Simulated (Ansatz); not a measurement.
# Work function of Fe(100): what the settings cost and change, part 2 of 2

How far do functional and pseudopotentials move the work function of Fe(100), and at what cost?

Ansatz 0.2.0; plane-wave DFT, PBE, Ansatz PAW (the session's first sound run).

So far, work function, upper face (eV): step 2 (run, setting PBE, Ansatz PAW (420 eV)) 3.86; step 3 (LDA) 4.25; step 4 (PBEsol) 3.94; step 5 (RPBE) 3.68.

**6. Slab**

This step: plane-wave DFT, r2SCAN, Ansatz PAW (Ansatz 0.2.0).

input.yaml reads:

```yaml
crystal:
  lattice:
    - [2.87, 0.0, 0.0]
    - [0.0, 2.87, 0.0]
    - [0.0, 0.0, 26.61]
  atoms:
    - { symbol: Fe, position: [0.0, 0.0, 0.3382187148], spin: 2.5 }
    - { symbol: Fe, position: [0.5, 0.5, 0.3921458098], spin: 2.5 }
    - { symbol: Fe, position: [0.0, 0.0, 0.4460729049], spin: 2.5 }
    - { symbol: Fe, position: [0.5, 0.5, 0.5], spin: 2.5 }
    - { symbol: Fe, position: [0.0, 0.0, 0.5539270951], spin: 2.5 }
    - { symbol: Fe, position: [0.5, 0.5, 0.6078541902], spin: 2.5 }
    - { symbol: Fe, position: [0.0, 0.0, 0.6617812852], spin: 2.5 }
magnetization:
  spin_polarized: true
kpoints:
  mp_grid: { grid: [14, 14, 1] }
hamiltonian:
  xc: r2scan
scf:
  occupations: { method: fermi_dirac, width: 0.1 }
  convergence: { dr2_threshold: 1.0e-09 }
efield:
  axis: 3
  dipole_correction: true
  ramp_position: 0.97
  ramp_width: 0.06
output:
  write_potential: true
  write_density: true
  volumetric_format: npy
```

On the command line:

```sh
ansatz run input.yaml --threads 4 --pin off --max-ram 6144MiB --backend cpu --events-out ev --progress --plain --runs-dir out
```

Numbers of over 12 decimals in the logs are rounded to 6 here.

Log:

```text
[...]
Crystal: 7 atoms, lattice volume = 219.184 Å³
Basis set: ecut = 500 eV, 5601 PW (Γ), exchange–correlation on 96×96×800 points (64 copies of the dense FFT grid, shifted against one another)
Bands: 78, of which v1, the nominal top of the filled ones, is band 56 counted from 1 (55 counted from 0)
[...]
k-point 1 ↑: bands = [... 52 lower, 1.8608, 1.9180, 1.9476, 2.1551, 2.3679, 2.4121, 2.5444, 2.6455, ... 18 higher]
  k-point 2 ↑: bands = [... 52 lower, 1.9110, 1.9730, 2.0281, 2.2421, 2.4188, 2.4736, 2.4849, 2.5872, ... 18 higher]
  k-point 35 ↓: bands = [... 52 lower, 6.4445, 6.6967, 6.6967, 6.9701, 7.0480, 7.1346, 7.3150, 7.3348, ... 18 higher]
[key lines of the parts left out:]
SCF converged after 25 iterations
Magnetization: 19.7688 μB (65.8844 up, 46.1156 down)
Free energy (F): -31398.852965 eV
Fermi energy:    4.525413 eV
Dipole field:    D = -0.000000 V/Å  (p = -0.000001 e·Å, saw-weighted, corrected)
Work function:   Φ+ = 3.7686 eV   Φ− = 3.7686 eV
```

It took 7.9 min on 4 threads of Arm Neoverse N1, shared host; peak memory 2.1 GiB.

The work function is 3.769 eV, -0.089 eV from the run “PBE, Ansatz PAW (420 eV)”, at 3.2 times its CPU time.

**7. Slab**

This step: plane-wave DFT, PBE, JTH PAW (Ansatz 0.2.0).

input.yaml, as its differences from that of step 6:

```diff
@@ -18,3 +18,4 @@
 hamiltonian:
-  xc: r2scan
+  xc: pbe
+  pseudopotentials: { kind: paw, source: jth }
 scf:
```

Log:

```text
[...]
k-point 1 ↑: bands = [... 52 lower, 3.2818, 3.2953, 3.3292, 3.5006, 3.7544, 3.7824, 3.9301, 3.9848, ... 18 higher]
  k-point 2 ↑: bands = [... 52 lower, 3.3365, 3.3847, 3.4338, 3.5493, 3.7546, 3.8663, 3.9063, 3.9205, ... 18 higher]
  k-point 35 ↓: bands = [... 52 lower, 6.7775, 6.8396, 6.8396, 6.8563, 6.9505, 6.9505, 6.9960, 7.0032, ... 18 higher]
[key lines of the parts left out:]
SCF converged after 17 iterations
Magnetization: 17.9778 μB (64.9889 up, 47.0111 down)
Free energy (F): -31357.732218 eV
Fermi energy:    5.024148 eV
Dipole field:    D = 0.000002 V/Å  (p = 0.000002 e·Å, saw-weighted, corrected)
Work function:   Φ+ = 3.8577 eV   Φ− = 3.8578 eV
```

Run time: 13 min. Hardware: 4 threads; peak memory 4.8 GiB.

The work function is 3.858 eV, +0.000 eV from the run “PBE, Ansatz PAW (420 eV)”, at 5.0 times its CPU time.

**8. Slab**

This step: plane-wave DFT, PBE, norm-conserving (Ansatz 0.2.0).

input.yaml, as its differences from that of step 7:

```diff
@@ -19,3 +19,3 @@
   xc: pbe
-  pseudopotentials: { kind: paw, source: jth }
+  pseudopotentials: { kind: nc }
 scf:
```

Log:

```text
[...]
Crystal: 7 atoms, lattice volume = 219.184 Å³
Basis set: ecut = 1224.512381 eV, 21379 PW (Γ)
Bands: 78, of which v1, the nominal top of the filled ones, is band 56 counted from 1 (55 counted from 0)
Symmetry: 8 space group operations
k-points: 36 of 196
[...]
k-point 1 ↑: bands = [... 52 lower, 2.6806, 2.6965, 2.7231, 2.9003, 3.1521, 3.1843, 3.3299, 3.3846, ... 18 higher]
  k-point 2 ↑: bands = [... 52 lower, 2.7381, 2.7867, 2.8305, 2.9478, 3.1530, 3.2660, 3.3083, 3.3219, ... 18 higher]
  k-point 35 ↓: bands = [... 52 lower, 6.1684, 6.2157, 6.2158, 6.2393, 6.3563, 6.3563, 6.3804, 6.3844, ... 18 higher]
[key lines of the parts left out:]
SCF converged after 34 iterations
Magnetization: 17.9619 μB (64.9809 up, 47.0191 down)
Free energy (F): -24769.174054 eV
Fermi energy:    4.434217 eV
Dipole field:    D = 0.000009 V/Å  (p = 0.000011 e·Å, saw-weighted, corrected)
Work function:   Φ+ = 3.8571 eV   Φ− = 3.8574 eV
```

Wall time 14 min (4 threads); peak memory 5.4 GiB.

The work function is 3.857 eV, -0.000 eV from the run “PBE, Ansatz PAW (420 eV)”, at 6.0 times its CPU time.

**9. Slab**

This step: plane-wave DFT, LDA, norm-conserving (Ansatz 0.2.0).

input.yaml, as its differences from that of step 8:

```diff
@@ -18,3 +18,3 @@
 hamiltonian:
-  xc: pbe
+  xc: lda
   pseudopotentials: { kind: nc }
```

Log:

```text
[...]
Crystal: 7 atoms, lattice volume = 219.184 Å³
Basis set: ecut = 1224.512381 eV, 21379 PW (Γ)
Bands: 78, of which v1, the nominal top of the filled ones, is band 56 counted from 1 (55 counted from 0)
Symmetry: 8 space group operations
k-points: 36 of 196
[...]
k-point 1 ↑: bands = [... 52 lower, 2.3139, 2.3269, 2.4146, 2.5308, 2.8175, 2.8504, 2.9630, 3.0852, ... 18 higher]
  k-point 2 ↑: bands = [... 52 lower, 2.3742, 2.4793, 2.5094, 2.5903, 2.8483, 2.8967, 2.9452, 2.9543, ... 18 higher]
  k-point 35 ↓: bands = [... 52 lower, 5.6659, 5.7313, 5.7851, 5.7853, 5.8516, 5.8594, 5.8738, 5.8818, ... 18 higher]
[key lines of the parts left out:]
SCF converged after 28 iterations
Magnetization: 17.9385 μB (64.9693 up, 47.0307 down)
Free energy (F): -23852.498772 eV
Fermi energy:    4.061814 eV
Dipole field:    D = 0.000000 V/Å  (p = 0.000000 e·Å, saw-weighted, corrected)
Work function:   Φ+ = 4.2194 eV   Φ− = 4.2194 eV
```

Run time: 11 min. Hardware: 4 threads; peak memory 5.4 GiB; 42 min of CPU time.

The work function is 4.219 eV, +0.362 eV from the run “PBE, Ansatz PAW (420 eV)”, at 4.9 times its CPU time.

**10. Run, setting PBE, all layers relaxed**

This step: plane-wave DFT, PBE, Ansatz PAW (Ansatz 0.2.0).

input.yaml, as its differences from that of step 9:

```diff
@@ -18,4 +18,3 @@
 hamiltonian:
-  xc: lda
-  pseudopotentials: { kind: nc }
+  xc: pbe
 scf:
@@ -28,2 +27,5 @@
   ramp_width: 0.06
+relax:
+  f_tol: 0.01
+  max_steps: 40
 output:
```

Log:

```text
[...]
Crystal: 7 atoms, lattice volume = 219.184 Å³
Basis set: ecut = 420 eV, 4285 PW (Γ), exchange–correlation on 40×40×360 points (8 copies of the dense FFT grid, shifted against one another)
Bands: 78, of which v1, the nominal top of the filled ones, is band 56 counted from 1 (55 counted from 0)
[...]
atoms:
    - { symbol: Fe, position: [0, 0.0, 0.342850] }
    - { symbol: Fe, position: [0.5, 0.5, 0.393514] }
    - { symbol: Fe, position: [0, 0.0, 0.447520] }
    - { symbol: Fe, position: [0.5, 0.5, 0.500000] }
    - { symbol: Fe, position: [0, 0.0, 0.552480] }
    - { symbol: Fe, position: [0.5, 0.5, 0.606486] }
    - { symbol: Fe, position: [0, 0.0, 0.657150] }
[key lines of the parts left out:]
SCF converged after 11 iterations
Magnetization: 17.6149 μB (64.8074 up, 47.1926 down)
Free energy (F): -31360.900376 eV
Fermi energy:    4.399758 eV
Dipole field:    D = 0.000000 V/Å  (p = 0.000000 e·Å, saw-weighted, corrected)
Work function:   Φ+ = 3.8806 eV   Φ− = 3.8806 eV
```

It took 6 min on 4 threads; peak memory 1.2 GiB.

The relaxation took 4 steps and lowered the energy by 0.051 eV; the largest force on the free atoms ends at 0.0011 eV/Å.

The work function is 3.881 eV, +0.023 eV from the run “PBE, Ansatz PAW (420 eV)”, at 2.7 times its CPU time.

**11. Side by side**

Times are for 4 threads of Arm Neoverse N1, shared host. Results by setting:

| no. | setting | work function, upper face (eV) | time | memory (GiB) |
| --- | --- | --- | --- | --- |
| 1 | PBE, Ansatz PAW (420 eV) | 3.857 | 2.4 min | 1.5 |
| 2 | LDA, Ansatz PAW (420 eV) | 4.247 | 2.9 min | 1.5 |
| 3 | PBEsol, Ansatz PAW (420 eV) | 3.944 | 2.5 min | 1.5 |
| 4 | RPBE, Ansatz PAW (420 eV) | 3.682 | 2.4 min | 1.5 |
| 5 | r2SCAN, Ansatz PAW (500 eV) | 3.769 | 7.9 min | 2.1 |
| 6 | PBE, JTH PAW (1320 eV) | 3.858 | 13 min | 4.8 |
| 7 | PBE, norm-conserving (1225 eV) | 3.857 | 14 min | 5.4 |
| 8 | LDA, norm-conserving (1225 eV) | 4.219 | 11 min | 5.4 |
| 9 | PBE, all layers relaxed | 3.881 | 6 min | 1.2 |

**12. The same run with other settings**

This step: plane-wave DFT, PBE, Ansatz PAW, but for the change named below (Ansatz 0.2.0).

An input spoilt on purpose, to show how the run answers: it repeats the earlier run “PBE, Ansatz PAW (420 eV)” with magnetization from spin_polarized: true removed and crystal.atoms[0].spin to 2.0, and scf.max_iter set to 100; its output block differs too.

input.yaml, the sections that differ from step 10:

```yaml
crystal:
  lattice:
    - [2.87, 0.0, 0.0]
    - [0.0, 2.87, 0.0]
    - [0.0, 0.0, 26.61]
  atoms:
    - { symbol: Fe, position: [0.0, 0.0, 0.3382187148], spin: 2.0 }
    - { symbol: Fe, position: [0.5, 0.5, 0.3921458098], spin: 2.5 }
    - { symbol: Fe, position: [0.0, 0.0, 0.4460729049], spin: 2.5 }
    - { symbol: Fe, position: [0.5, 0.5, 0.5], spin: 2.5 }
    - { symbol: Fe, position: [0.0, 0.0, 0.5539270951], spin: 2.5 }
    - { symbol: Fe, position: [0.5, 0.5, 0.6078541902], spin: 2.5 }
    - { symbol: Fe, position: [0.0, 0.0, 0.6617812852], spin: 2.5 }
scf:
  occupations: { method: fermi_dirac, width: 0.1 }
  convergence: { dr2_threshold: 1.0e-09 }
  max_iter: 100
# kpoints, hamiltonian, efield, output: as in step 10
# magnetization: removed
# relax: removed
```

Log:

```text
Error: inconsistent input (magnetization.spin_polarized): false but per-atom `spin:`, `per_species`, `initial_magnetization`, `magnetic_field`, or `spin_locking` is set
```

Elapsed: 0.02 s, on 4 threads; peak memory 0.1 GiB.

The input was rejected at the start.

The program's message: “Error: inconsistent input (magnetization.spin_polarized): false but per-atom `spin:`, `per_species`, `initial_magnetization`, `magnetic_field`, or `spin_locking` is set”

The fault put into the input: a moment without spin polarisation.

**13. Summary of results**

| Quantity | Value |
| --- | --- |
| work function, PBE, Ansatz PAW (420 eV) | 3.857 eV |
| work function, LDA, Ansatz PAW (420 eV) | 4.247 eV |
| work function, RPBE, Ansatz PAW (420 eV) | 3.682 eV |
| work function, r2SCAN, Ansatz PAW (500 eV) | 3.769 eV |
| work function, PBE, all layers relaxed | 3.881 eV |

**Reading.** PBE on the default files gives 3.86 eV, and the settings tried spread the value from 3.68 to 4.25 eV. At one geometry LDA lies 0.39 eV above PBE. The choice of pseudopotentials moves the PBE value by 0.001 eV. Relaxing the layers changes it by +0.023 eV. The ladder's slabs use the tabulated experimental lattice constant (two decimals; a low-temperature value for the alkali metals). The magnetic order is the one reached from the typed start; other orders were not compared.

Comparison with the measured values:

| quantity | measured | PBE, Ansatz PAW (420 eV) | LDA, Ansatz PAW (420 eV) | PBEsol, Ansatz PAW (420 eV) | RPBE, Ansatz PAW (420 eV) | r2SCAN, Ansatz PAW (500 eV) | LDA, norm-conserving (1225 eV) | PBE, all layers relaxed |
| --- | --- | --- | --- | --- | --- | --- | --- | --- |
| work function (clean (100) face, a compiled value) (eV) | 4.75 | 3.86 (-0.89 eV) | 4.25 (-0.50 eV) | 3.94 (-0.81 eV) | 3.68 (-1.07 eV) | 3.77 (-0.98 eV) | 4.22 (-0.53 eV) | 3.88 (-0.87 eV) |

Measured values from arxiv:1902.07811 (2019).

**Verdict.** For the work function, of the levels listed nearest comes LDA, Ansatz PAW (420 eV) (-0.50 eV, a clear miss) and farthest RPBE, Ansatz PAW (420 eV) (-1.07 eV, a clear miss). The grades are ours: good and fair within 3 and 7 % for the work function.

[Logs are printed without paths, hosts, clocks, repeated set-up lines and the standing remarks that a program may print on its own settings, such as how far it seeks lower states.]

[Hosts, paths, dates, database ids (printed as entryN), source tags and the programs' standing remarks are cut or masked in the printed files.]

[Maps of the electrostatic potential energy from Ansatz leave out the sawtooth potential of an applied field or a dipole correction, so their vacuum need not be flat; planar profiles and work functions include it.]
